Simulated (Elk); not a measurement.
# Fe: which magnetic order is lowest

Does Fe prefer parallel or opposed moments, or none?

Main program and level: Elk 11.2.3 (patched build); PBE; all-electron APW+lo, Dirac cores, scalar-relativistic bands.

The database entry behind the starting cell differs from later determinations by our own check (an axis about 0.7 % long against later determinations), so it need not match the best structure at ambient conditions.

### Step 1. The structure

Symmetry: Im-3m, No. 229, cubic system. Conventional cell: a = 2.886 Å, b = 2.886 Å, c = 2.886 Å, α = 90.00°, β = 90.00°, γ = 90.00°. Fe has 8 Fe at 2.50 Å nearest.

Structure file:

```cif
data_structure
_symmetry_space_group_name_H-M 'Im-3m'
_symmetry_Int_Tables_number 229
_cell_length_a 2.8860
_cell_length_b 2.8860
_cell_length_c 2.8860
_cell_angle_alpha 90.000
_cell_angle_beta 90.000
_cell_angle_gamma 90.000
_cell_volume 24.04
loop_
_atom_site_label
_atom_site_type_symbol
_atom_site_symmetry_multiplicity
_atom_site_Wyckoff_symbol
_atom_site_fract_x
_atom_site_fract_y
_atom_site_fract_z
_atom_site_occupancy
Fe1 Fe 2 a 0.00000 0.00000 0.00000 1
```

### Step 2. Run 1 (ferro +)

Parallel moments need no larger cell; this start tests for a ferromagnetic state only.

Moments are seeded by fields in the spheres (the last three columns under atoms), set against the wanted direction and reduced each loop.

The input, elk.in:

```
tasks
  0
  33
  73

xctype
  20

rgkmax
  7.0

nempty
  12

swidth
  0.001837

reducebf
  0.5

epsengy
  1e-05

maxscl
  100

lmaxi
  3

spinpol
  .true.

sppath
  './'

avec
  -2.72687479783 2.72687479783 2.72687479783
  2.72687479783 -2.72687479783 2.72687479783
  2.72687479783 2.72687479783 -2.72687479783

atoms
  1
  'Fe.in'
  1
  0.0000000000 0.0000000000 0.0000000000   0.000000 0.000000 -0.140000

ngridk
  14 14 14

plot3d
  0 0 0
  1 0 0
  0 1 0
  0 0 1
  13 13 13
```

Run with:

```bash
$ OMP_NUM_THREADS=2 elk
```

Numbers of over 12 decimals in the logs are rounded to 6 here.

What it wrote:

```text
┌─────────────────────────┐
│ Elk code version 11.2.3 │
└─────────────────────────┘

All units are atomic (Hartree, Bohr, etc.)

┌─────────────────────────────────────────────────┐
│ Ground-state run starting from atomic densities │
└─────────────────────────────────────────────────┘

Lattice vectors :
  -2.726874798       2.726874798       2.726874798
   2.726874798      -2.726874798       2.726874798
   2.726874798       2.726874798      -2.726874798

Reciprocal lattice vectors :
  0.2965383148E-16   1.152085404       1.152085404
   1.152085404      0.2965383148E-16   1.152085404
   1.152085404       1.152085404      0.2965383148E-16

Unit cell volume      :    81.10648601
Brillouin zone volume :    3.058327708

Muffin-tin inner radius fraction :   0.1000000000E-01

Nuclei treated as point charges

Species : 1 (Fe)
 parameters loaded from : Fe.in
 name : iron
 nuclear charge    :   -26.00000000
 electronic charge :    26.00000000
 atomic mass :    101799.2075
 muffin-tin radius :    2.336542848
 number of radial points in muffin-tin :    993
 inner part over the whole radius :   0.9974870244E-02
 number on inner part of muffin-tin    :    700
 approximate nuclear radius :   0.7160107270E-04
 number of mesh points to nuclear radius :    332
 atomic positions (lattice), magnetic fields (Cartesian) :
  1 :   0.00000000  0.00000000  0.00000000    0.00000000  0.00000000 -0.14000000

Total number of atoms per unit cell :    1
Total muffin-tin volume :    53.43303687
 ratio of muffin-tin to unit cell volume :   0.6588010343

Spin treatment :
 spin-polarised
 global magnetic field (Cartesian) :    0.000000000       0.000000000       0.000000000
 collinear magnetisation in z-direction

Number of Bravais lattice symmetries :   48
Number of crystal symmetries         :   48
Crystal has inversion symmetry
Real symmetric eigensolver will be used

k-point grid :     14    14    14
k-point offset :    0.000000000       0.000000000       0.000000000
k-point set is reduced with full crystal symmetry group
Total number of k-points :      104

Muffin-tin radius times maximum |G+k| :    7.000000000
 using average radius
Maximum |G+k| for APW functions       :    2.995879150
Maximum (1/2)|G+k|²                   :    4.487645939
Maximum |G| for potential and density :    12.00000000
Constant for pseudocharge density :    7
 order of it for each species :   14
 order of it for pair densities of each species (exact exchange by exxq0 0: 14) :   10
Radial integration step length :    1

G-vector grid sizes :     20    20    20
Number of G-vectors :     2347

Maximum angular momentum used for
 APW functions            :    8
 outer part of muffin-tin :    6
 inner part of muffin-tin :    3

Total nuclear charge    :   -26.00000000
Total core charge       :    10.00000000
Total valence charge    :    16.00000000
Total excess charge     :    0.000000000
Total electronic charge :    26.00000000

Effective Wigner radius, rₛ :   0.9064236105

Number of empty states         :     12
Total number of valence states :     42
Total number of core states    :     10

Third-order local-orbitals added for an l without core states : T
Total number of local-orbitals :     23

Exchange-correlation functional :     20     0     0
 Perdew-Burke-Ernzerhof, Phys. Rev. Lett. 77, 3865 (1996)
 gradient requirement :    1
 generalised gradient approximation (GGA)

Smearing type :    3
 Fermi-Dirac
Smearing width :   0.1837000000E-02
Effective electronic temperature (K) :    580.0787206

Mixing type :    3
 Broyden mixing, J. Phys. A: Math. Gen. 17, L317 (1984)

Kohn-Sham potential initialised from atomic data

┌──────────────────────────────┐
│ Self-consistent loop started │
└──────────────────────────────┘

┌─────────────────┐
│ Loop number : 1 │
└─────────────────┘

Energies :
 Fermi                       :     0.198031
 sum of occupied eigenvalues :     -739.02024219400
 electron kinetic            :      1288.3230626006
 core electron kinetic       :      1149.7640608062
 Coulomb                     :     -2505.4544721209
 Coulomb potential           :     -1955.0895569093
 nuclear-nuclear             :     -225.54407463171
 electron-nuclear            :     -2613.6869431100
 Hartree                     :      333.77654562081
 Madelung                    :     -1527.9096936663
 xc potential                :     -72.125777037511
 xc effective B-field        :    -0.124043
 external B-field            :      0.000000
 exchange                    :     -54.587769540017
 correlation                 :     -1.206073
 electron entropic           :    -0.35681154370072E-03
 total energy                :     -1272.9256083955
 (external B-field energy excluded from total)

Density of states at Fermi energy :    33.07926781
 (states/Hartree/unit cell)

Estimated indirect band gap :   0.2916512074E-03
 from k-point 3 to k-point 71
Estimated direct band gap   :   0.2614043978E-02
 at k-point 85

Charges :
 core                        :    10.00000000
 valence                     :    16.00000000
 interstitial                :    1.109159427
 muffin-tins (core leakage)
  species : 1 (Fe)
   atom 1                    :    24.89084057     ( -0.2242659285E-06)
 total in muffin-tins        :    24.89084057
 total calculated charge     :    26.00011565
 total charge                :    26.00000000
 error                       :   0.1156548865E-03

Moments :
 interstitial                :  -0.3103438213E-01
 muffin-tins
  species : 1 (Fe)
   atom 1                    :    2.449598892
 total in muffin-tins        :    2.449598892
 total moment                :    2.418564510

┌─────────────────┐
│ Loop number : 2 │
└─────────────────┘

Energies :
 Fermi                       :     0.198424
 sum of occupied eigenvalues :     -739.02054259488
 electron kinetic            :      1286.4492996286
 core electron kinetic       :      1148.8527308980
 Coulomb                     :     -2505.5152071483
 Coulomb potential           :     -1955.0561143704
 nuclear-nuclear             :     -225.54407463171
 electron-nuclear            :     -2613.8426933437
 Hartree                     :      333.87156082710
 Madelung                    :     -1527.9871499631
 xc potential                :     -70.298314696734
 xc effective B-field        :    -0.124267
 external B-field            :      0.000000
 exchange                    :     -54.593911325140
 correlation                 :     -1.206045
 electron entropic           :    -0.35604980165290E-03
 total energy                :     -1274.8662201618
 (external B-field energy excluded from total)

Density of states at Fermi energy :    32.99817757
 (states/Hartree/unit cell)

Estimated indirect band gap :   0.1085483455E-03
 from k-point 14 to k-point 71
Estimated direct band gap   :   0.2218500606E-02
 at k-point 7

Charges :
 core                        :    10.00000000
 valence                     :    16.00000000
 interstitial                :    1.106649491
 muffin-tins (core leakage)
  species : 1 (Fe)
   atom 1                    :    24.89335051     ( -0.2242656834E-06)
 total in muffin-tins        :    24.89335051
 total calculated charge     :    26.00011561
 total charge                :    26.00000000
 error                       :   0.1156073938E-03

Moments :
 interstitial                :  -0.3085183917E-01
 muffin-tins
  species : 1 (Fe)
   atom 1                    :    2.452048582
 total in muffin-tins        :    2.452048582
 total moment                :    2.421196742

RMS change in Kohn-Sham potential (target) :    6.778809385     (  0.1000000000E-05)
Absolute change in total energy (target)   :    1.940611766     (  0.1000000000E-04)

[... loops 3 to 16 left out ...]

┌──────────────────┐
│ Loop number : 17 │
└──────────────────┘

Energies :
 Fermi                       :     0.292833
 sum of occupied eigenvalues :     -736.81956551299
 electron kinetic            :      1290.0052738621
 core electron kinetic       :      1149.7593688926
 Coulomb                     :     -2506.8699360903
 Coulomb potential           :     -1954.2197705256
 nuclear-nuclear             :     -225.54407463171
 electron-nuclear            :     -2617.4147014328
 Hartree                     :      336.08883997423
 Madelung                    :     -1529.7600508275
 xc potential                :     -72.490967804951
 xc effective B-field        :    -0.114101
 external B-field            :      0.000000
 exchange                    :     -54.728433827085
 correlation                 :     -1.206188
 electron entropic           :    -0.29170171416091E-03
 total energy                :     -1272.7995754412
 (external B-field energy excluded from total)

Density of states at Fermi energy :    25.52999516
 (states/Hartree/unit cell)

Estimated indirect band gap :   0.5518394206E-03
 from k-point 81 to k-point 93
Estimated direct band gap   :   0.6251889878E-02
 at k-point 82

Charges :
 core                        :    10.00000000
 valence                     :    16.00000000
 interstitial                :    1.043353343
 muffin-tins (core leakage)
  species : 1 (Fe)
   atom 1                    :    24.95664666     ( -0.2242658894E-06)
 total in muffin-tins        :    24.95664666
 total calculated charge     :    26.00010971
 total charge                :    26.00000000
 error                       :   0.1097109194E-03

Moments :
 interstitial                :  -0.4602732047E-01
 muffin-tins
  species : 1 (Fe)
   atom 1                    :    2.304482843
 total in muffin-tins        :    2.304482843
 total moment                :    2.258455523

RMS change in Kohn-Sham potential (target) :   0.1633210154E-06 (  0.1000000000E-05)
Absolute change in total energy (target)   :   0.4721657660E-05 (  0.1000000000E-04)

Convergence targets achieved

┌──────────────────┐
│ Loop number : 18 │
└──────────────────┘

Energies :
 Fermi                       :     0.292833
 sum of occupied eigenvalues :     -736.81956412928
 electron kinetic            :      1290.0052728505
 core electron kinetic       :      1149.7593694436
 Coulomb                     :     -2506.8699335573
 Coulomb potential           :     -1954.2197705605
 nuclear-nuclear             :     -225.54407463171
 electron-nuclear            :     -2617.4146963967
 Hartree                     :      336.08883747104
 Madelung                    :     -1529.7600482771
 xc potential                :     -72.490965522747
 xc effective B-field        :    -0.114101
 external B-field            :      0.000000
 exchange                    :     -54.728433640307
 correlation                 :     -1.206188
 electron entropic           :    -0.29170175663973E-03
 total energy                :     -1272.7995737341
 (external B-field energy excluded from total)

Density of states at Fermi energy :    25.53000568
 (states/Hartree/unit cell)

Estimated indirect band gap :   0.5518215935E-03
 from k-point 81 to k-point 93
Estimated direct band gap   :   0.6251886543E-02
 at k-point 82

Charges :
 core                        :    10.00000000
 valence                     :    16.00000000
 interstitial                :    1.043353381
 muffin-tins (core leakage)
  species : 1 (Fe)
   atom 1                    :    24.95664662     ( -0.2242658308E-06)
 total in muffin-tins        :    24.95664662
 total calculated charge     :    26.00010971
 total charge                :    26.00000000
 error                       :   0.1097109264E-03

Moments :
 interstitial                :  -0.4602712005E-01
 muffin-tins
  species : 1 (Fe)
   atom 1                    :    2.304482863
 total in muffin-tins        :    2.304482863
 total moment                :    2.258455743

┌──────────────────────────────┐
│ Self-consistent loop stopped │
└──────────────────────────────┘

Wrote STATE.OUT
```

Run time: 16 s. Hardware: 2 threads of AMD EPYC 9R45, shared host; peak memory 0.1 GiB.

Read from the output:

| Property | Result |
| --- | --- |
| density of states at the Fermi level | 0.9382 states/eV/cell |
| moment between the spheres | -0.04603 μB |
| magnetization | 2.258 μB |
| final state | ferromagnetic |
| largest moment | 2.304 μB |

After 18 cycles the largest moment stands at 2.30 μB.

(Part 1 of 2 ends here.)

[Logs and program files are shortened in this print: banners, set-up blocks, solver, clock and traceback lines can be left out without a mark of their own.]

[Logs are printed without paths, hosts, clocks, repeated set-up lines and the standing remarks that a program may print on its own settings, such as how far it seeks lower states.]

[Hosts, paths, dates, database ids (printed as entryN), source tags and the programs' standing remarks are cut or masked in the printed files.]

[Where a cell is said to come from a database of computed structures, the database is the Materials Project.]
